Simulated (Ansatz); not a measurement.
**What PbO (model cell, started as layered BN type) distorts into**

Which phase does PbO (model cell, started as layered BN type) fall into along its unstable mode, and how much energy does it gain?

Method: DFT PBEsol, scalar-relativistic, plane waves, PAW; PAW set soft_1, in Ansatz 0.2.0.

The structure was built from a prototype and need not be the compound's stable phase.

### Step 1. Starting point

Symmetry: P6_3/mmc, No. 194, hexagonal system. The conventional cell has a = 4.239 Å, b = 4.239 Å, c = 5.243 Å, α = 90.00°, β = 90.00°, γ = 120.00°. Nearest to Pb lie 5 O at 2.45 to 2.62 Å. Nearest to O lie 5 Pb at 2.45 to 2.62 Å. Farther neighbours and most contacts between anions are not listed.

### Step 2. Response at finite wavevector

The cell comes from relaxations at this level that are not shown. Stability and thermal properties need the whole zone. Linear response on a 3×3×2 q mesh gives force constants as far as a supercell of that size would, and the tensors from the zone-centre run are typed in so that the long-range dipole term is interpolated apart.

The input, input.yaml:

```yaml
crystal:
  lattice:
    - [4.2392552545, 2.9652e-06, 0.0]
    - [-2.1196301952, 3.671301261, 0.0]
    - [0.0, 0.0, 5.2432298645]
  atoms:
    - { symbol: Pb, position: [0.3333333333, 0.6666666667, 0.25] }
    - { symbol: Pb, position: [0.6666666667, 0.3333333333, 0.75] }
    - { symbol: O, position: [0.6666666667, 0.3333333333, 0.25] }
    - { symbol: O, position: [0.3333333333, 0.6666666667, 0.75] }
kpoints:
  mp_grid: { grid: [9, 9, 4] }
hamiltonian:
  xc: pbesol
  pseudopotentials: { kind: paw, azcp: { folder: soft_1 }, xc_functional: pbe }
scf:
  occupations: { method: fixed }
output:
  eigenvalues: true
phonons:
  method: dfpt
  qmesh: [3, 3, 2]
  temperatures: { t_max: 1000, t_step: 50 }
  qpath:
    path:
      - [[0.0, 0.0, 0.0], [0.5, 0.0, 0.0], [0.33333333, 0.33333333, 0.0], [0.0, 0.0, 0.0], [0.0, 0.0, 0.5], [0.5, 0.0, 0.5], [0.33333333, 0.33333333, 0.5], [0.0, 0.0, 0.5]]
      - [[0.5, 0.0, 0.5], [0.5, 0.0, 0.0]]
      - [[0.33333333, 0.33333333, 0.5], [0.33333333, 0.33333333, 0.0]]
    npoints: 10
  non_analytic_term:
    high_frequency_dielectric_tensor: [[8.2793, 0.0, 0.0], [0.0, 8.2793, 0.0], [0.0, 0.0, 10.6815]]
    born_effective_charges:
      - { species: Pb, tensor: [[2.4159, 0.0, 0.0], [0.0, 2.4159, 0.0], [0.0, 0.0, 3.5918]] }
      - { species: Pb, tensor: [[2.4159, 0.0, 0.0], [0.0, 2.4159, 0.0], [0.0, 0.0, 3.5918]] }
      - { species: O, tensor: [[-2.4159, 0.0, 0.0], [0.0, -2.4159, 0.0], [0.0, 0.0, -3.5918]] }
      - { species: O, tensor: [[-2.4159, 0.0, 0.0], [0.0, -2.4159, 0.0], [0.0, 0.0, -3.5918]] }
    source: "zone-centre run at this cell"
```

Run with:

```bash
> ansatz run input.yaml --threads 4 --pin off --max-ram 10240MiB --backend cpu --events-out ev --progress --plain --runs-dir out
```

Numbers of over 12 decimals in the logs are rounded to 6 here.

What it wrote:

```text
Warning: phonons: the dynamical matrix that this run interpolates holds no multipole term above the dipole-dipole one, and a site of this crystal is no centre of inversion, so its interpolated transverse optical and acoustic branches and sound speeds can stay off near Gamma, and the density of states and the thermodynamics with them. What a run solves at a wave vector of phonons.qpoints, Gamma apart, where the deck admits one, is free of this, and under fd what a larger phonons.supercell samples
Engine: ansatz 0.2.0, aarch64-unknown-linux-gnu
Pseudopotentials: kind: paw
Pseudopotential: Pb, paw, valence charge 14, recommended cutoff 420 eV (normal), soft_1/Pb.paw.azcp
Pseudopotential: O, paw, valence charge 6, recommended cutoff 420 eV (normal), soft_1/O.paw.azcp
Functional definition: PBEsol
  exchange = pbesol_x
  correlation = pbesol_c
Crystal: 4 atoms, lattice volume = 81.603 Å³
Basis set: ecut = 420 eV, 1595 PW (Γ), exchange–correlation on 60×60×72 points (8 copies of the dense FFT grid, shifted against one another)
Bands: 24, of which v1, the nominal top of the filled ones, is band 20 counted from 1 (19 counted from 0)
Symmetry: 24 space group operations
k-points: 36 of 324
Non-local potential: Pb, projectors of the file, l = 0: 2, l = 1: 2, l = 2: 2, l = 3: 1
Non-local potential: O, projectors of the file, l = 0: 2, l = 1: 2, l = 2: 1
PAW form: soft (Blöchl's): semilocal exchange-correlation on the pseudo side does not see the compensation charge
PAW frozen core: Pb, regenerated for the run's functional, and the local potential with it (the file was generated under x = pbe(κ = 0.804, μ = 0.219515), c = pbe(β = 0.066725))
PAW frozen core: O, regenerated for the run's functional, and the local potential with it (the file was generated under x = pbe(κ = 0.804, μ = 0.219515), c = pbe(β = 0.066725))
PAW one-centre angular grid: Pb, 590 points (default); XC on 64 Gauss nodes
PAW one-centre angular grid: O, 110 points (default); XC on 64 Gauss nodes
Initial density: superposition of atomic densities (chi_scale 0.1, normalization cell, long waves kept (reshape's long-wave potential 0.00 eV rms))
Initial wavefunctions: pseudopotential atomic-orbital guess
Functional: x = pbesol(κ = 0.804, μ = 0.123457), c = pbesol(β = 0.046)
SCF iter   1: F=—  HF=-24634.821533 eV  |F-HF|=—  |Δ(HF+E_count)|=         —  Δρ=3.20e-2  dr2=1.34e0  ethr=3.10e-3  ⟨swp⟩=5.0  Hψ=3271  notcnv=0  defer=59
preconditioner: auto → Resta (q_TF=auto, 2.423 Å⁻¹)  ε∞=3.9  [insulator: Δε(μ)=1.553 eV  Ē_g=15.229 eV  n_scr=22 (ndim 8)  ℏωp=26.0 eV  f_vac=0.007  ε∞_Penn≈3.9]
SCF iter   2: F=—  HF=-24634.600073 eV  |F-HF|=—  |Δ(HF+E_count)|=   2.21e-1  Δρ=2.38e-2  dr2=3.03e-1  ethr=3.10e-3  ⟨swp⟩=2.6  Hψ=1678  notcnv=0  defer=61
SCF iter   3: F=—  HF=-24634.560742 eV  |F-HF|=—  |Δ(HF+E_count)|=   3.93e-2  Δρ=1.01e-2  dr2=1.58e-1  ethr=7.58e-4  ⟨swp⟩=2.2  Hψ=1162  notcnv=0  defer=68
SCF iter   4: F=—  HF=-24634.539184 eV  |F-HF|=—  |Δ(HF+E_count)|=   2.16e-2  Δρ=2.28e-3  dr2=6.06e-3  ethr=3.95e-4  ⟨swp⟩=2.1  Hψ=1107  notcnv=0  defer=69
SCF iter   5: F=—  HF=-24634.541919 eV  |F-HF|=—  |Δ(HF+E_count)|=   2.73e-3  Δρ=8.62e-4  dr2=8.10e-4  ethr=1.51e-5  ⟨swp⟩=2.1  Hψ=1463  notcnv=0  defer=69
SCF iter   6: F=—  HF=-24634.543058 eV  |F-HF|=—  |Δ(HF+E_count)|=   1.14e-3  Δρ=1.76e-4  dr2=2.23e-5  ethr=2.03e-6  ⟨swp⟩=2.2  Hψ=1235  notcnv=0  defer=69
SCF iter   7: F=—  HF=-24634.543091 eV  |F-HF|=—  |Δ(HF+E_count)|=   3.30e-5  Δρ=2.71e-5  dr2=5.16e-7  ethr=5.57e-8  ⟨swp⟩=2.9  Hψ=1626  notcnv=0  defer=44
SCF iter   8: F=—  HF=-24634.543100 eV  |F-HF|=—  |Δ(HF+E_count)|=   8.79e-6  Δρ=4.00e-6  dr2=1.14e-8  ethr=1.29e-9  ⟨swp⟩=2.0  Hψ=1512  notcnv=0  defer=4
SCF iter   9: F=—  HF=-24634.543100 eV  |F-HF|=—  |Δ(HF+E_count)|=   2.49e-8  Δρ=1.05e-6  dr2=8.50e-10  ethr=2.84e-11  ⟨swp⟩=2.4  Hψ=1572  notcnv=0  defer=4
SCF iter  10: F=—  HF=-24634.543100 eV  |F-HF|=—  |Δ(HF+E_count)|=   1.16e-9  Δρ=1.83e-7  dr2=1.99e-11  ethr=2.13e-12  ⟨swp⟩=2.0  Hψ=1512  notcnv=0  defer=4
SCF iter  11: F=-24634.543100 eV  HF=-24634.543100 eV  |F-HF|=0.00e0  |Δ(HF+E_count)|=  5.09e-11  Δρ=6.35e-8  dr2=3.15e-12  ethr=1.00e-12  ⟨swp⟩=8.3  Hψ=5152  notcnv=0
SCF 1 converged in 11 iterations: F = -24634.543100 eV  dr2 = 3.15e-12
  greatest PAW one-centre occupation: 0.983 electrons in one spin orbital (limit 2), on the Pb atom at site 1 (counted from 0), in its partial waves of l = 2
NSCF: frozen V_eff on 36 k-points
NSCF: frozen V_eff on 123 k-points
DFPT response loops at q = (0, 0, 0) (fractional): preconditioner auto → Resta (q_TF=auto, 2.423 Å⁻¹)  ε∞=7.1 (no band partly filled); β = 1.00, the filter's whole step (`scf.mixing.beta` (0.50) is not read by the response loops at its default; to damp them type it under 1.00, their step now; it binds the ground state too); Broyden in place of MSR1
NSCF: frozen V_eff on 246 k-points
DFPT response loops at q = (0, 0, -0.5) (fractional): mixed as the last ones told, above
NSCF: frozen V_eff on 486 k-points
DFPT response loops at q = (0, 0.333333, 0) (fractional): mixed as the last ones told, above
NSCF: frozen V_eff on 486 k-points
DFPT response loops at q = (0, 0.333333, -0.5) (fractional): mixed as the last ones told, above
NSCF: frozen V_eff on 486 k-points
DFPT response loops at q = (0.333333, 0.333333, 0) (fractional): mixed as the last ones told, above
NSCF: frozen V_eff on 486 k-points
DFPT response loops at q = (0.333333, 0.333333, -0.5) (fractional): mixed as the last ones told, above
SCF converged after 11 iterations
Free energy (F): -24634.543100 eV
Harris-Foulkes:  -24634.543100 eV  (|F-HF|=0.00e0)
Internal energy: -24634.543100 eV  (E = F + TS)
E sigma→0 (E₀):  -24634.543100 eV
Fermi energy:    8.807462 eV
--- Per-component energies (eV) ---
  E_band       = -110.217790
  E_kinetic    = 917.247330
  E_local      = -2872.122133  (includes V_loc(G=0)·N_el)
  E_nonlocal   = 719.466013
  E_hartree    = 1099.881307
  E_xc         = -551.628710
  E_vxc        = -459.475719  (∫ρ·V_xc dr)
  E_paw        = -20791.919607  (= ΣΔE_a)
  E_vpaw       = -615.097385  (= ΣTr[D̂ρ^β])
  E_aug_tail   = 0.001454  (compensation charges beyond the density's cutoff)
  E_ewald      = -3155.663670
  E_core_change = 0.194916  (= ΣΔE_core)
  E_smearing   = -0.000000  (= −TS)
  E_closure    = -0.000000  (closes the sum)
  Σ components = -24634.543100   (vs F -24634.543100, Δ=0.00e0)
--- Band table (eV; the first three rows and the last of 36) ---
  k-point 0: bands = [... 16 lower, 5.2983, 6.1487, 6.1715, 6.1715, 12.6429, 12.9015, 12.9015, 13.5961]
  k-point 1: bands = [... 16 lower, 5.4514, 6.0766, 6.0766, 6.7762, 12.1418, 12.8075, 12.8075, 13.2931]
  k-point 2: bands = [... 16 lower, 5.7929, 5.7929, 7.2590, 7.2590, 11.9917, 11.9917, 12.8660, 12.8660]
  k-point 35: bands = [... 16 lower, 6.5083, 6.5083, 8.8075, 8.8075, 10.0044, 10.0044, 11.9808, 11.9808]
--- Phonons (Γ-DFPT): 4 representative perturbations + reference (Σ response iterations 15) ---
  ASR residual: 7.365e-5 → 0.000e0 eV/Å²; symmetrization residual: 3.809e-6 eV/Å²
  ASR residual per site (eV/Å²): 2.79e-5 2.79e-5 7.36e-5 7.36e-5
  Γ frequencies (cm⁻¹): -205.03 -127.48 0.00 0.00 0.00 57.94 57.94 102.21 217.86 217.86 247.42 247.42
--- Phonons (arbitrary-q DFPT): 6 irreducible q on the 3×3×2 mesh ---
  q = [0.0000, 0.0000, 0.0000] (star 1, of the zone-centre solve; hermiticity 1.66e-6, symmetrization 1.22e-7): -205.03 -127.48 -0.00 -0.00 0.00 57.94 57.94 102.21 217.86 217.86 247.42 247.42
  q = [0.0000, 0.0000, -0.5000] (star 1, 4 solved perturbations in 318 linear systems a pass and spin channel, the states on 123 of 324 k-point pairs; hermiticity 5.22e-7, symmetrization 1.30e-7): 44.91 44.91 44.91 44.91 87.17 87.17 246.37 246.37 246.37 246.37 292.75 292.75
  q = [0.0000, 0.3333, 0.0000] (star 6, 6 solved perturbations in 1242 linear systems a pass and spin channel, the states on 243 of 324 k-point pairs; hermiticity 7.72e-7, symmetrization 5.89e-8): -190.28 -110.09 -58.56 29.11 45.20 87.33 87.68 105.84 118.31 172.17 276.82 313.62
  q = [0.0000, 0.3333, -0.5000] (star 6, 6 solved perturbations in 1242 linear systems a pass and spin channel, the states on 243 of 324 k-point pairs; hermiticity 8.54e-7, symmetrization 1.10e-7): 37.91 37.91 47.70 47.70 114.78 114.78 160.95 160.95 232.61 232.61 342.27 342.27
  q = [0.3333, 0.3333, 0.0000] (star 2, 4 solved perturbations in 600 linear systems a pass and spin channel, the states on 243 of 324 k-point pairs; hermiticity 8.22e-7, symmetrization 2.05e-7): -178.88 -147.95 -147.95 -94.32 67.02 67.02 74.83 103.97 107.65 107.65 313.96 313.96
  q = [0.3333, 0.3333, -0.5000] (star 2, 4 solved perturbations in 600 linear systems a pass and spin channel, the states on 243 of 324 k-point pairs; hermiticity 3.80e-7, symmetrization 2.00e-7): -116.57 -116.57 40.57 40.57 90.52 90.52 125.37 125.37 244.24 244.24 356.34 356.34
  sum rule: each row above includes the acoustic sum rule's correction from the zone centre's row sums; it moved no ω² by more than (1.12 cm⁻¹)²
  mesh force constants: q→R imaginary residual 0.00e0; ASR residual 7.365e-5 → 0.000e0 eV/Å²; symmetrization residual 1.066e-14 eV/Å²
  interpolated dispersion: 94 rows × 12 modes
  density of states and harmonic sums: on the 18×18×12 q-mesh, interpolated from the force constants of a 3×3×2 supercell (with the dipole–dipole term of supplied tensors)
  largest difference from the sums on the solved wave vectors: F 4.68e-2 eV, S 5.81e-5 and C_V 1.47e-5 eV/K
  zero-point energy: 0.093944 eV/cell   skipped modes (ω ≤ 0): 468, of them read as no rigid motion or as one in doubt: 465 (1.812e0 modes/cell left out, lowest -205.03 cm⁻¹)   left out of the sums: 1.51e-1 of the cell's modes: C_V's classical limit lies that fraction below 3 k_B per atom; for a crystal, a wire or a layer, F and S can be off by more, and a phonons.interpolated_qmesh denser along its periods is the remedy for the sampling
```

It took 3.9 min on 4 threads of Arm Neoverse V1, shared host; peak memory 1.4 GiB.

A gap read on the k-mesh alone can miss the band edges.

Numbers from this step:

- gap on the k-mesh: 1.197 eV
- volume per atom: 20.40 Å³
- sum-rule residual before enforcement: 7.36e-5 eV/Å²
- lowest frequency on the path: -205.0 cm⁻¹
- point group: 6/mmm
- highest frequency on the path or at a solved wavevector: 356.3 cm⁻¹
- highest optical mode at the zone centre (no LO-TO term): 247.4 cm⁻¹
- lowest optical zone-centre mode: -205.0 cm⁻¹
- lowest mode on the q mesh (acoustic modes at Γ apart): -205.0 cm⁻¹

Frequencies (cm⁻¹) solved at each irreducible wavevector; negative means imaginary. Frequencies by wavevector, by row:

```
q in reciprocal lattice units  star  mode 1  mode 2  mode 3  mode 4  mode 10  mode 11  mode 12
                        0 0 0     1    -205  -127.5       0       0    217.9    247.4    247.4
                     0 0 -0.5     1    44.9    44.9    44.9    44.9    246.4    292.8    292.8
                   0 0.3333 0     6  -190.3  -110.1   -58.6    29.1    172.2    276.8    313.6
                0 0.3333 -0.5     6    37.9    37.9    47.7    47.7    232.6    342.3    342.3
              0.3333 0.3333 0     2  -178.9  -147.9  -147.9   -94.3    107.7      314      314
           0.3333 0.3333 -0.5     2  -116.6  -116.6    40.6    40.6    244.2    356.3    356.3
```

Interpolated from a 3×3×2 q mesh, with the LO-TO term (at Γ the limit along the path; where Γ stands inside the path, tables give the limit on arrival). Phonon branches along the path, in cm⁻¹:

```
    point  branch 1  branch 2  branch 3  branch 4  branch 9  branch 10  branch 11  branch 12
        Γ      -205      -128         0         0       218        218        247        344
  halfway      -198      -112       -31        36       154        203        263        322
        M      -178      -117      -105        17       114        127        278        313
  halfway      -170      -148      -125       -47       106        112        296        317
        K      -179      -148      -148       -94       108        108        314        314
  halfway      -194      -111       -33       -18       135        183        272        320
        Γ      -205      -128         0         0       218        218        247        344
  halfway       -25        26        26        55       229        250        250        309
        A        45        45        45        45       246        246        293        293
  halfway        40        40        51        51       232        232        331        331
        L        29        29        43        43       234        234        351        351
  halfway       -73       -73        45        45       240        240        354        354
        H      -117      -117        41        41       244        244        356        356
  halfway        28        28        57        57       234        234        338        338
        A        45        45        45        45       246        246        293        293
jump to L        29        29        43        43       234        234        351        351
  halfway       -75        29        37        50       132        172        305        328
        M      -178      -117      -105        17       114        127        278        313
jump to H      -117      -117        41        41       244        244        356        356
  halfway      -160       -93        45        45       157        157        329        329
        K      -179      -148      -148       -94       108        108        314        314
```

Symmetry leaves 6 wavevectors to solve. The lowest mode among them, the acoustic zeros apart, lies at Γ and is imaginary, 205.0i cm⁻¹, so the energy falls along it.

### Step 3. The mode frozen in, largest atomic shift 0 Å

The mode followed lies at Γ with frequency 205.0i cm⁻¹, the softest among the wavevectors solved. At small amplitude the distorted cell has space group no. 164 by a symmetry search on the positions. The undistorted cell that holds it gives the zero of energy on the same k mesh.

input.yaml, the sections that differ from step 2:

```yaml
scf:
  occupations: { method: gaussian, width: 0.02 }
output:
  forces: true
  stress: true
  eigenvalues: true
# crystal, kpoints, hamiltonian: as in step 2
# phonons: removed
```

What it wrote:

```text
[...]
Crystal: 4 atoms, lattice volume = 81.603 Å³
Basis set: ecut = 420 eV, 1595 PW (Γ), exchange–correlation on 60×60×72 points (8 copies of the dense FFT grid, shifted against one another)
Bands: 24, of which v1, the nominal top of the filled ones, is band 20 counted from 1 (19 counted from 0)
Symmetry: 24 space group operations
[...]
k-points: 36 of 324
[...]
--- Band table (eV; the first three rows and the last of 36) ---
  k-point 0: bands = [... 16 lower, 5.2984, 6.1488, 6.1716, 6.1716, 12.6430, 12.9016, 12.9016, 13.5961]
  k-point 1: bands = [... 16 lower, 5.4515, 6.0768, 6.0768, 6.7763, 12.1419, 12.8075, 12.8075, 13.2932]
  k-point 2: bands = [... 16 lower, 5.7930, 5.7930, 7.2590, 7.2590, 11.9918, 11.9918, 12.8661, 12.8661]
  k-point 35: bands = [... 16 lower, 6.5084, 6.5084, 8.8076, 8.8076, 10.0044, 10.0044, 11.9809, 11.9809]
[key lines of the parts left out:]
SCF converged after 7 iterations
Free energy (F): -24634.543100 eV
Fermi energy:    9.405998 eV
P = ⅓ Tr σ = 0.0012 GPa (0.012 kbar)
```

It took 1.1 s on 4 threads; peak memory 0.4 GiB.

Numbers from this step:

- pressure: 0.001174 GPa
- energy from the undistorted cell: 0 meV/atom

At this level the gap is 1.20 eV on the k-mesh of the self-consistent run, which can miss the band edges.

### Step 4. The mode frozen in, largest atomic shift 0.32 Å

The atoms are moved along the unstable eigenvector, the largest shift by 0.32 Å, with the cell fixed.

input.yaml, the sections that differ from step 3:

```yaml
crystal:
  lattice:
    - [4.2392552545, 2.9652e-06, 0.0]
    - [-2.1196301952, 3.671301261, 0.0]
    - [0.0, 0.0, 5.2432298645]
  atoms:
    - { symbol: Pb, position: [0.3333333333, 0.6666666667, 0.2468254784] }
    - { symbol: Pb, position: [0.6666666667, 0.3333333333, 0.7531745216] }
    - { symbol: O, position: [0.6666666667, 0.3333333333, 0.1889689164] }
    - { symbol: O, position: [0.3333333333, 0.6666666667, 0.8110310836] }
# kpoints, hamiltonian, scf, output: as in step 3
```

What it wrote:

```text
[...]
Crystal: 4 atoms, lattice volume = 81.603 Å³
Basis set: ecut = 420 eV, 1595 PW (Γ), exchange–correlation on 60×60×72 points (8 copies of the dense FFT grid, shifted against one another)
Bands: 24, of which v1, the nominal top of the filled ones, is band 20 counted from 1 (19 counted from 0)
Symmetry: 12 space group operations
[...]
k-points: 43 of 324
[...]
--- Band table (eV; the first three rows and the last of 43) ---
  k-point 0: bands = [... 16 lower, 5.1819, 6.2648, 6.2648, 6.8585, 12.6396, 12.8603, 12.8603, 13.6350]
  k-point 1: bands = [... 16 lower, 5.3013, 6.2086, 6.2086, 7.4484, 12.0468, 12.5936, 12.5936, 13.5350]
  k-point 2: bands = [... 16 lower, 6.1236, 6.1236, 6.4620, 7.9939, 11.3075, 12.3661, 12.3661, 13.3389]
  k-point 42: bands = [... 16 lower, 6.4663, 6.4663, 8.1184, 8.1184, 10.7739, 10.7739, 11.0242, 12.6926]
[key lines of the parts left out:]
SCF converged after 8 iterations
Free energy (F): -24634.705582 eV
Fermi energy:    8.745526 eV
P = ⅓ Tr σ = 0.7594 GPa (7.594 kbar)
```

Run time: 1.4 s. Hardware: 4 threads; peak memory 0.41 GiB.

This step gave:

- pressure: 0.7594 GPa
- gap on the k-mesh: 1.019 eV
- energy from the undistorted cell: -40.62 meV/atom

The energy, extrapolated to zero smearing, is -40.62 meV/atom against the undistorted cell.

The run ends at a pressure of 0.76 GPa, with forces up to 0.19 eV/Å.

### Step 5. Energy along the mode, all amplitudes (two of the runs are shown above)

An imaginary frequency means negative curvature, so the energy should fall and then rise again as anharmonic terms take over.

This step gave:

* depth at the lowest point sampled: 40.62 meV/atom
* largest atomic shift at that point: 0.32 Å

Table of energy from the parent by largest atomic shift:

```
largest atomic shift (Å)  energy from the parent (meV/atom)
                   0.000                                  0
                   0.040                              -1.02
                   0.080                              -3.99
                   0.140                              -11.6
                   0.220                              -25.4
                   0.320                              -40.6
                   0.450                              -30.1
                   0.600                                103
```

Displacement at unit largest shift by atom:

```
atom  x (Å)  y (Å)  z (Å)  size
 Pb1   0.00   0.00  -0.05  0.05
 Pb2   0.00   0.00   0.05  0.05
  O3   0.00   0.00  -1.00  1.00
  O4   0.00   0.00   1.00  1.00
```

The lowest of the steps tried is at 0.32 Å, 40.6 meV/atom below the parent; the bottom of the well need not coincide with a step.

(Part 1 of 3 ends here.)

[Logs are printed without paths, hosts, clocks, repeated set-up lines and the standing remarks that a program may print on its own settings, such as how far it seeks lower states.]

[Hosts, paths, dates, database ids (printed as entryN), source tags and the programs' standing remarks are cut or masked in the printed files.]
